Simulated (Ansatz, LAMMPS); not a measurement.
# Squeezing and shearing amorphous 29Ga2O3-71GeO2 (mol %) (86 atoms): runs compared

How stiff is amorphous 29Ga2O3-71GeO2 (mol %) (86 atoms), and how do its levels respond to strain?

Computed with Ansatz 0.2.0: Kohn-Sham DFT, PBE, PAW (set soft_1), plane waves.

### 1. The cell as built

The cell holds 86 atoms: 14 Ga, 17 Ge and 55 O. Cell: a = 10.359 Å, b = 10.359 Å, c = 10.359 Å, α = 90.0°, β = 90.0°, γ = 90.0°. 86 atoms (14 Fe, 17 Ge, 55 O) placed at random at 4.41 g/cm³, melted at 5000 K for 10 ps at fixed volume with the Morse and Coulomb pair potential with partial charges (Pedone, Malavasi, Menziani, Cormack and Segre, J. Phys. Chem. B 110, 11780 (2006)). Quenched from 5000 K to 300 K at 100 K/ps and fixed volume, held 5 ps, then minimised at fixed cell. Then Fe was replaced by Ga and the cell scaled by 1.006 (the potential has no terms for the new elements, so the cell is a start for a DFT relaxation).

What the set-up can't give: The quench rate of 100 K/ps is many orders above laboratory rates, so the cell is likely richer in defects and strain than a real sample. The network of bonds at the start is that of the classical potential that made the cell, and needn't be the one that DFT or experiment would give. Sampling is at Γ alone.

### 2. The reference run

The reference is a single point at the end of the relaxation.

Every strained cell starts from the geometry of this run, and its atoms are relaxed with the cell held.

Its input, with most atom lines left out:

```yaml
crystal:
  lattice:
    - [10.4338, 0.04858, -0.02535]
    - [0.04858, 10.28751, 0.16124]
    - [-0.02535, 0.16124, 10.1967]
  atoms:
    - { symbol: Ga, position: [0.23096, 0.45353, 0.78939] }
    - { symbol: Ga, position: [0.56174, 0.98442, 0.91079] }
    - { symbol: Ga, position: [0.28392, 0.56841, 0.45395] }
    - { symbol: Ga, position: [0.18912, 0.47464, 0.13784] }
    - { symbol: Ga, position: [0.89664, 0.39794, 0.23787] }
    - { symbol: Ga, position: [0.6392, 0.76246, 0.10247] }
    - { symbol: Ga, position: [0.96741, 0.6251, 0.43814] }
    [... atom lines 8 to 86 left out ...]
kpoints:
  mp_grid: { grid: [1, 1, 1] }
hamiltonian:
  xc: pbe
  pseudopotentials: { kind: paw, azcp: { folder: soft_1 } }
scf:
  occupations: { method: fermi_dirac, width: 0.025 }
output:
  forces: true
  stress: true
  populations: true
  dos:
    method: { smearing: { sigma: 0.15 } }
    de: 0.1
    projected: { site_lists: { Ga: [Ga], Ge: [Ge], O: [O] } }
  eigenvalues: true
  write_density: true
  write_potential: true
  volumetric_format: npy
  elf: true
```

- free energy per atom: -1827.7209 eV/atom
- r.m.s. force component: 0.00384 eV/Å
- pressure: -0.01359 GPa

Filled and empty levels are parted by 1.17 eV (at Γ alone); a semilocal functional tends to put such gaps too low. In a disordered cell it changes from sample to sample, and tail or defect levels can set it.

### 3. The runs

Each row is one run, on 4 threads of AMD EPYC 9R14 (Zen 4), shared host. The free energy is the program's total, comparable only between runs with the same functional, potentials and atoms.

| run | atoms | outcome | ionic steps, all passes | free energy (eV) | time | host memory (GiB) |
| --- | --- | --- | --- | --- | --- | --- |
| Single point at the start | 86 | converged | - | -157176.951 | 19 s | 1.8 |
| Cell and atoms relaxed | 86 | converged | 20 | -157183.996 | 3.2 min | 1.8 |
| Single point at the relaxed geometry | 86 | converged | - | -157183.996 | 18 s | 1.8 |
| Volume -3 % | 86 | converged | 9 | -157183.753 | 90 s | 1.8 |
| Volume +3 % | 86 | converged | 9 | -157183.807 | 98 s | 1.9 |
| Volume -6 % | 86 | converged | 12 | -157183.077 | 2 min | 1.8 |
| Volume +6 % | 86 | converged | 8 | -157183.304 | 88 s | 1.9 |
| Volume -10 % | 86 | converged | 22 | -157181.805 | 3.6 min | 1.8 |
| Stretched by 1 % along x | 86 | converged | 3 | -157183.949 | 32 s | 1.8 |
| Compressed by 1 % along x | 86 | converged | 3 | -157183.945 | 31 s | 1.8 |
| Sheared by 2 % in xy | 86 | converged | 9 | -157183.962 | 92 s | 1.8 |

In some runs the program notes that the SCF threshold is loose for the stress.

### 4. Pressure against volume

Atoms are relaxed at each volume, in the scaled cell.

| volume change (%) | volume (Å³/atom) | energy change (meV/atom) | pressure (GPa) | largest move on relaxing (Å) | bonds | gap (eV) |
| --- | --- | --- | --- | --- | --- | --- |
| -10 | 11.451 | 25.48 | 8.76 | 1.09 | 154 | 1.63 |
| -6 | 11.960 | 10.69 | 4.06 | 0.57 | 149 | 1.23 |
| -3 | 12.341 | 2.82 | 2.38 | 0.13 | 147 | 1.20 |
| +0 | 12.723 | 0.00 | -0.01 | - | 147 | 1.17 |
| +3 | 13.105 | 2.20 | -1.73 | 0.17 | 144 | 1.17 |
| +6 | 13.487 | 8.04 | -3.16 | 0.29 | 143 | 1.18 |

### 5. Uniaxial strain and shear

Stress (GPa, compression positive) less that of the relaxed cell, atoms relaxed:

| strain | xx | yy | zz | xy | energy change (meV/atom) |
| --- | --- | --- | --- | --- | --- |
| stretched by 1 % along x | -1.476 | -0.536 | -0.590 | -0.001 | 0.55 |
| compressed by 1 % along x | 1.547 | 0.576 | 0.629 | -0.003 | 0.60 |
| sheared by 2 % in xy | -0.107 | -0.002 | 0.098 | -0.499 | 0.40 |

### 6. Outcome

The bulk modulus, from the slope of pressure against ln V over the three points nearest the relaxed volume, is 68.5 GPa; between neighbouring points the slope runs 108, 53, 79, 58 and 50 GPa from the smallest volume up, without a steady fall, so no pressure derivative is given. The count of bonds runs from 143 to 154 over the series, so at some points contacts cross the cutoffs. At -10 % and -6 % some atom moved by over 0.5 Å on relaxing, so those points may sit in another local minimum. The gap goes from 1.63 eV at the smallest volume to 1.18 eV at the largest, not monotonically (lowest 1.17, highest 1.63 eV), on the run's k-points. In the Cartesian axes of the cell, finite differences give C11 = 151, C12 = 55.6, C13 = 60.9 and C66 = 25.0 GPa (the shear of 2 % is the engineering strain, εxy = 0.01). The mean of C11, C12 and C13, which equals the bulk modulus in a cubic or isotropic solid, is 89.2 GPa: it lies 30 % over the bulk modulus from the volumes. For an isotropic solid C66 would equal (C11 − C12)/2 = 47.8 GPa; so small a sample needn't be isotropic, and C66 rests on one shear. The two differ too much for isotropic moduli to be formed.

Caveats: Strains are finite and relaxations stop at the force tolerance of the input, which can leave moduli too stiff; they are those of a static cell at zero temperature. Volumes are changed with the cell's shape held, so in an anisotropic solid the modulus lies over the one under free hydrostatic load. The program notes that the SCF threshold of the relaxations is loose for the stress.

The DFT runs together took 17 min of wall time.

[Logs are printed without paths, hosts, clocks, repeated set-up lines and the standing remarks that a program may print on its own settings, such as how far it seeks lower states.]

[Hosts, paths, dates, database ids (printed as entryN), source tags and the programs' standing remarks are cut or masked in the printed files.]
